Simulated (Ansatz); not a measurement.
In doubt: masses and optical values from hybrid runs of this build are listed as unsure (in some of the runs), which bears on the screening that GW takes from such a start.

CO2 (Pa-3), computed twice by G0W0.

```xyz
12
Lattice="5.4971 0.0000 0.0000 0.0000 5.4971 0.0000 0.0000 0.0000 5.4971" Properties=species:S:1:pos:R:3 pbc="T T T"
C     0.0000    0.0000    0.0000
C     2.7485    0.0000    2.7485
C     2.7485    2.7485    0.0000
C     0.0000    2.7485    2.7485
O     0.6736    0.6736    0.6736
O     2.0749    4.8235    3.4221
O     3.4221    2.0749    4.8235
O     4.8235    3.4221    2.0749
O     4.8235    4.8235    4.8235
O     3.4221    0.6736    2.0749
O     2.0749    3.4221    0.6736
O     0.6736    2.0749    3.4221
```

The cell and positions are those that the Materials Project relaxed with its own functionals (PBE, PBE+U or r2SCAN), kept fixed.

The first (Ansatz 0.2.0; start HSE06, 4×4×4 mesh, 910 empty bands, screening to 180 eV, PAW set soft_1 files; 1 × NVIDIA H100 80GB HBM3 (shared by 3 runs) with 4 threads of AMD EPYC 7R13 (Zen 3), shared host) gave, on its mesh: starting gap 8.62 eV, G0W0 gap 11.25 eV, RPA ε∞ (mean) 1.82, 2.5 min.

Q: The second changes start from HSE06 to PBE and frequency model from contour deformation to plasmon pole. What does it give?

It gave: starting gap 6.87 eV, G0W0 gap 10.50 eV, RPA ε∞ (mean) 1.94, 1.7 min. The G0W0 gap moves by −0.75 eV, −1.75 eV from the start and +1.01 eV from the correction. Σc changes by +0.52 eV at the valence top and −0.21 eV at the conduction bottom, and Σx − Vxc between them by +1.75 eV.

Limits: not at the basis limit.

[Paths, hosts, dates, memory and timing lines, banners, echoed tables and standing remarks are left out of the program output.]

[Logs are printed without paths, hosts, clocks, repeated set-up lines and the standing remarks that a program may print on its own settings, such as how far it seeks lower states.]

[Runs of the session that timed out or met a known fault of the program may be left out.]

[Cells called generated may have been cut or substituted from an entry of the Crystallography Open Database or the Materials Project.]

[Hosts, paths, dates, database ids (printed as entryN), source tags and the programs' standing remarks are cut or masked in the printed files.]
